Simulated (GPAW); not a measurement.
## Near-edge structure at the Ni K edge of YNiC2 (Amm2)

Aim: the dependence of the Ni K near-edge features of YNiC2 (Amm2) on volume.

Main program and level: GPAW 26.7.0; X-ray absorption from dipole matrix elements to empty bands, plane-wave PAW LDA.

### Step 1. The starting structure

The structure is orthorhombic, space group Amm2 (No. 38). Conventional cell: a = 3.611 Å, b = 4.486 Å, c = 5.982 Å, α = 90.00°, β = 90.00°, γ = 90.00°. Nearest to Y lie 8 C at 2.64 to 2.67 Å and 6 Ni at 2.95 Å. Nearest to Ni lie 4 C at 1.93 to 1.98 Å and 6 Y at 2.95 Å. Nearest to C lie 1 C at 1.37 Å and 2 Ni at 1.93 to 1.98 Å and 4 Y at 2.64 to 2.67 Å. Farther neighbours are not listed.

Coordinates:

```xyz
4
Lattice="3.6105 0.0000 0.0000 0.0000 2.2428 2.9912 0.0000 -2.2428 2.9912" Properties=species:S:1:pos:R:3 pbc="T T T"
Y     0.0000    0.0000    0.0188
Ni    1.8053    0.0000    3.6698
C     1.8053   -0.6846    1.8140
C     1.8053    0.6846    1.8140
```

### Step 2. The field without a hole

A plain self-consistent run shows whether there is a gap and which moments survive; both decide the set-up of the core-hole run.

scf.py reads:

```python
import numpy as np
from ase import Atoms
from ase.parallel import parprint, paropen
from gpaw import GPAW, PW, FermiDirac, Mixer, MixerDif, setup_paths
from gpaw.test import gen
setup_paths.insert(0, '.')
gen('Ni', name='nch1s', xcname='LDA', corehole=(1, 0, 0), write_xml=True)
from gpaw.mpi import world
world.barrier()

atoms = Atoms('YNiC2',
    cell=[[3.61051776, 0, 0],
     [0, 2.24279581, 2.99123466],
     [0, -2.24279581, 2.99123466]],
    scaled_positions=[[0, 0.00313647, 0.00313647],
     [0.5, 0.61343209, 0.61343209],
     [0.5, 0.15059106, 0.45584038],
     [0.5, 0.45584038, 0.15059106]],
    magmoms=[0.0, 2.0, 0.0, 0.0],
    pbc=True)
atoms.calc = calc = GPAW(legacy_gpaw=True, mode=PW(430), xc='LDA', setups={1: 'nch1s'},
    kpts={'size': (7, 7, 7), 'gamma': True}, occupations=FermiDirac(0.05),
    charge=0, mixer=MixerDif(0.05, 8, 50), maxiter=150,
    convergence={'density': 0.0001}, txt='scf.txt')
energy = atoms.get_potential_energy() + calc.get_reference_energy()
ef = calc.get_fermi_level()
out = dict(energy=energy, fermi=ef, forces=atoms.get_forces().tolist(), magmoms=atoms.get_magnetic_moments().tolist())
parprint(f'all-electron energy {energy:.4f} eV, Fermi level {ef:.4f} eV')
ev = np.array([[calc.get_eigenvalues(k, s) for k in range(len(calc.get_ibz_k_points()))] for s in range(calc.get_number_of_spins())])
out['homo'], out['lumo'], out['counts'] = ev[ev < ef].max(), ev[ev > ef].min(), sorted(set((ev < ef).sum((0, 2)).tolist()))
out['filled'] = (ev[:, 0] < ef).sum(1).tolist()
import json
with paropen('out.json', 'w') as f:
    json.dump(out, f)
```

Started as:

```sh
$ OMP_NUM_THREADS=1 mpirun -n 2 gpaw python scf.py
```

Numbers of over 12 decimals in the logs are rounded to 6 here.

Log:

```text
Input parameters:
  convergence: {density: 0.0001}
  kpts: {gamma: True,
         size: (7, 7, 7)}
  maxiter: 150
  mixer: {backend: pulay,
          beta: 0.05,
          method: difference,
          nmaxold: 8,
          weight: 50}
  mode: {ecut: 430.0,
         name: pw}
  occupations: {fixmagmom: False,
                name: fermi-dirac,
                width: 0.05}
  setups: {1: nch1s}

Initialize ...

[... PAW data sets ...]

Reference energy: -135326.087369  # eV

Spin-polarized calculation.
Initial magnetic moment: 2.000000

[... convergence settings ...]
Symmetries present (total): 4
  [... symmetry matrices ...]

343 k-points: 7 x 7 x 7 Monkhorst-Pack grid
64 k-points in the irreducible part of the Brillouin zone
       k-points in crystal coordinates                weights
   0:     0.00000000    0.00000000    0.00000000          1/343
   1:     0.00000000    0.14285714   -0.14285714          2/343
   2:     0.00000000    0.14285714    0.00000000          4/343
   3:     0.00000000    0.14285714    0.14285714          2/343
   4:     0.00000000    0.28571429   -0.28571429          2/343
   5:     0.00000000    0.28571429   -0.14285714          4/343
   6:     0.00000000    0.28571429    0.00000000          4/343
   7:     0.00000000    0.28571429    0.14285714          4/343
   8:     0.00000000    0.28571429    0.28571429          2/343
   9:     0.00000000    0.42857143   -0.42857143          2/343
          ...
  63:     0.42857143    0.42857143    0.42857143          4/343

Wave functions: Plane wave expansion
  Cutoff energy: 430.000 eV
  Number of coefficients (min, max): 966, 1000
  Pulay-stress correction: 0.000000 eV/Ang^3 (de/decut=0.000000)
  Using FFTW library
  Wavefunction extrapolation:
    Improved wavefunction reuse through dual PAW basis

Occupation numbers: Fermi-Dirac:
  width: 0.0500  # eV

Eigensolver
   Davidson(niter=2)

Densities:
  Coarse grid: 18*18*18 grid
  Fine grid: 36*36*36 grid
  Total Charge: 0.000000

Density mixing:
  Method: difference
  Backend: pulay
  Linear mixing parameter: 0.05
  old densities: 8
  Width of damping distribution: 1.1
  Damping of long wavelength oscillations: 50

[... Hamiltonian set-up ...]
Number of atoms: 4
Number of atomic orbitals: 33
Number of bands in calculation: 27
Number of valence electrons: 35
Bands to converge: occupied

... initialized

Initializing position-dependent things.

Density initialized from atomic densities
Creating initial wave functions:
  27 bands from LCAO basis set

            Ni

           CC

       Y

Atomic positions and initial magnetic moments

Positions:
   0 Y      0.000000    0.000000    0.018764    ( 0.0000,  0.0000,  0.0000)
   1 Ni     1.805259   -0.000000    3.669839    ( 0.0000,  0.0000,  2.0000)
   2 C      1.805259   -0.684612    1.813979    ( 0.0000,  0.0000,  0.0000)
   3 C      1.805259    0.684612    1.813979    ( 0.0000,  0.0000,  0.0000)

Unit cell:
           periodic     x           y           z      points  spacing
  1. axis:    yes    3.610518    0.000000    0.000000    18     0.2006
  2. axis:    yes    0.000000    2.242796    2.991235    18     0.1994
  3. axis:    yes    0.000000   -2.242796    2.991235    18     0.1994

  Lengths:   3.610518   3.738665   3.738665
  Angles:   73.724343  90.000000  90.000000

Effective grid spacing dv^(1/3) = 0.2025

iter:   1   -36.804033                   +2.0032
iter:   2   -36.843606   -0.68  -1.16    +0.8637
iter:   3   -35.715463   -1.11  -1.23    +0.1538
iter:   4   -35.533342   -1.78  -1.51    +0.0986
iter:   5   -35.532428   -2.68  -1.63    +0.0126
iter:   6   -35.628217   -1.95  -1.65    +0.0029
iter:   7   -35.519081   -2.25  -1.80    -0.0022
iter:   8   -35.521721   -3.53  -2.37    -0.0003
iter:   9   -35.515261c  -3.25  -2.31    +0.0002
iter:  10   -35.513939c  -4.73  -2.84    +0.0001
iter:  11   -35.513975c  -4.48  -3.21    +0.0001
iter:  12   -35.513813c  -5.29  -3.19    +0.0000
iter:  13   -35.513808c  -6.07  -3.90    +0.0000
iter:  14   -35.513806c  -6.11  -3.89    -0.0000
iter:  15   -35.513806c  -7.35  -4.50c   -0.0000
iter:  16   -35.513806c  -7.95c -4.61c   -0.0000

Converged after 16 iterations.

Dipole moment: (-0.000000, -0.000000, -3.556408) |e|*Ang

Total magnetic moment: (0.000000, 0.000000, -0.000000)
Local magnetic moments:
   0 Y  ( 0.000000,  0.000000,  0.000000)
   1 Ni ( 0.000000,  0.000000, -0.000001)
   2 C  ( 0.000000,  0.000000, -0.000000)
   3 C  ( 0.000000,  0.000000, -0.000000)

Energy contributions relative to reference atoms: (reference = -135326.087369)

Kinetic:        +20.394904
Potential:      -18.498055
External:        +0.000000
XC:             -37.211793
Entropy (-ST):   -0.009421
Local:           -0.194151
SIC:             +0.000000
--------------------------
Free energy:    -35.518516
Extrapolated:   -35.513806

Spin contamination: 0.000001 electrons
Showing only first 2 kpts
                      Up                     Down
 Kpt  Band  Eigenvalues  Occupancy  Eigenvalues  Occupancy
  0    15      7.17699    1.00000      7.17699    1.00000
  0    16      8.01919    1.00000      8.01919    1.00000
  0    17      9.64935    0.00033      9.64935    0.00033
  0    18      9.70699    0.00010      9.70699    0.00010

  1    15      7.06032    1.00000      7.06032    1.00000
  1    16      7.72510    1.00000      7.72510    1.00000
  1    17      9.96533    0.00000      9.96533    0.00000
  1    18     10.61354    0.00000     10.61354    0.00000

Fermi level: 9.24841

No gap
No difference between direct/indirect transitions

Forces in eV/Ang:
  0 Y     0.00000    0.00000    0.02501
  1 Ni    0.00000    0.00000    0.09758
  2 C     0.00000    0.03152   -0.06394
  3 C    -0.00000   -0.03152   -0.06394
Scalar-relativistic atomic LDA calculation for Ni (Nickel, Z=28)
Core hole in 1s state (1s occupation: 2.0)
600 radial gridpoints.
|------------------------------------------------|
|------------------------------------------------|
[... the atom generator's iteration count ...]

Energy contributions:
-------------------------
Kinetic:    +1537.751258
XC:           -60.699976
Potential:  -2994.820198
-------------------------
Total:      -1517.768916

state      eigenvalue         ekin         rmax
-----------------------------------------------
1s^2.0 :  -301.035028   388.934024        0.035
2s^2.0 :   -35.997604    72.392377        0.205
2p^6.0 :   -31.023259    70.728959        0.165
3s^2.0 :    -4.059448    15.962886        0.640
3p^6.0 :    -2.618967    14.035345        0.646
3d^8.0 :    -0.335915     8.991402        0.627
4s^2.0 :    -0.215280     1.327822        2.220
4p^0.0 :    -0.049170     0.563687        3.144
-----------------------------------------------
(units: Bohr and Hartree)

Generating PAW setup
Kinetic energy of the core from tauc = 1391.507298
Cutoffs:
rc(s)=2.200
rc(p)=2.280
rc(d)=2.150
rc(vbar)=2.220
rc(comp)=2.180
rc(nct)=2.280

Kinetic energy of the core states: 1378.952329
Charge: 0.0
Core electrons: 12.0
Valence electrons: 16.0
Pseudo-core charge: 0.043714
Shape function alpha=2.104
Pseudo-electron charge 4.284307
state    eigenvalue         norm
--------------------------------
4s(2) :    -0.215280     1.060160
*s    :     0.784720
3p(6) :    -2.618967     0.052480
4p(0) :    -0.049170     1.003908
3d(8) :    -0.335915     0.225674
*d    :     0.664085
--------------------------------

Diagonalizing with gridspacing h=0.050

state   all-electron     PAW
-------------------------------
4s:      -0.215280    -0.215531
3p:      -2.618967    -2.619713
3d:      -0.335915    -0.336667
*f:                    0.071842
-------------------------------
all-electron energy -135361.6012 eV, Fermi level 9.2484 eV
```

Run time: 48 s. Hardware: 2 MPI ranks of Arm Neoverse V1, shared host; peak memory 0.24 GiB; 96 s of CPU time.

The mesh shows no gap, so the system is treated as a metal and the core electron is put at the Fermi level (neutral cell).

### Step 3. Reference energy of the supercell

The photon energy needs a difference of total energies, so the cell and mesh of the coming hole run are first run without a hole.

Changes to scf.py since step 2:

```diff
@@ -10,14 +10,26 @@
 
-atoms = Atoms('YNiC2',
-    cell=[[3.61051776, 0, 0],
-     [0, 2.24279581, 2.99123466],
-     [0, -2.24279581, 2.99123466]],
-    scaled_positions=[[0, 0.00313647, 0.00313647],
-     [0.5, 0.61343209, 0.61343209],
-     [0.5, 0.15059106, 0.45584038],
-     [0.5, 0.45584038, 0.15059106]],
-    magmoms=[0.0, 2.0, 0.0, 0.0],
+atoms = Atoms('Y4Ni4C8',
+    cell=[[-3.61051776, 4.48559162, 0],
+     [3.61051776, 4.48559162, 0],
+     [0, 0, -5.98246932]],
+    scaled_positions=[[0, 0, 0.99686353],
+     [0.25, 0.25, 0.49686353],
+     [0.5, 0.5, 0.99686353],
+     [0.75, 0.75, 0.49686353],
+     [0.75, 0.25, 0.38656791],
+     [0, 0.5, 0.88656791],
+     [0.25, 0.75, 0.38656791],
+     [0.5, 0, 0.88656791],
+     [0.67368767, 0.17368767, 0.69678428],
+     [0.92368767, 0.42368767, 0.19678428],
+     [0.17368767, 0.67368767, 0.69678428],
+     [0.42368767, 0.92368767, 0.19678428],
+     [0.82631233, 0.32631233, 0.69678428],
+     [0.07631233, 0.57631233, 0.19678428],
+     [0.32631233, 0.82631233, 0.69678428],
+     [0.57631233, 0.07631233, 0.19678428]],
+    magmoms=[0.0, 0.0, 0.0, 0.0, 2.0, 2.0, 2.0, 2.0, 0.0, 0.0, 0.0, 0.0, 0.0, 0.0, 0.0, 0.0],
     pbc=True)
-atoms.calc = calc = GPAW(legacy_gpaw=True, mode=PW(430), xc='LDA', setups={1: 'nch1s'},
-    kpts={'size': (7, 7, 7), 'gamma': True}, occupations=FermiDirac(0.05),
+atoms.calc = calc = GPAW(legacy_gpaw=True, mode=PW(430), xc='LDA', setups={4: 'nch1s'},
+    kpts={'size': (3, 3, 3), 'gamma': True}, occupations=FermiDirac(0.1),
     charge=0, mixer=MixerDif(0.05, 8, 50), maxiter=150,
```

Log:

```text
Input parameters:
  convergence: {density: 0.0001}
  kpts: {gamma: True,
         size: (3, 3, 3)}
  maxiter: 150
  mixer: {backend: pulay,
          beta: 0.05,
          method: difference,
          nmaxold: 8,
          weight: 50}
  mode: {ecut: 430.0,
         name: pw}
  occupations: {fixmagmom: False,
                name: fermi-dirac,
                width: 0.1}
  setups: {4: nch1s}

Initialize ...

[...]
*s    :     0.784720
3p(6) :    -2.618967     0.052480
4p(0) :    -0.049170     1.003908
3d(8) :    -0.335915     0.225674
*d    :     0.664085
--------------------------------

Diagonalizing with gridspacing h=0.050

state   all-electron     PAW
-------------------------------
4s:      -0.215280    -0.215531
3p:      -2.618967    -2.619713
3d:      -0.335915    -0.336667
*f:                    0.071842
-------------------------------
all-electron energy -541446.4367 eV, Fermi level 9.2240 eV
[key lines of the parts left out:]
Converged after 19 iterations.
Dipole moment: (0.000000, -0.000000, -7.785518) |e|*Ang
Free energy:   -142.169101
Fermi level: 9.22401
```

The job ended after 2.6 min (2 MPI ranks; peak memory 0.46 GiB; 5.3 min of CPU time).

Reference energy: -541446.437 eV with the cores included.

[end of part 1 of 4]

[Banner, clock and machine lines of the logs are left out without a mark of their own.]

[Logs are printed without paths, hosts, clocks, repeated set-up lines and the standing remarks that a program may print on its own settings, such as how far it seeks lower states.]

[Hosts, paths, dates, database ids (printed as entryN), source tags and the programs' standing remarks are cut or masked in the printed files.]

[Lists of maxima count a maximum above −3 eV only where it reaches 4 % of the highest in the window and stands out from its surroundings by 2 % of it (1.5 % where it reaches 55 %); shoulders and weaker maxima are passed over, and of the rest the first, up to two pre-edge ones and the few strongest are named.]
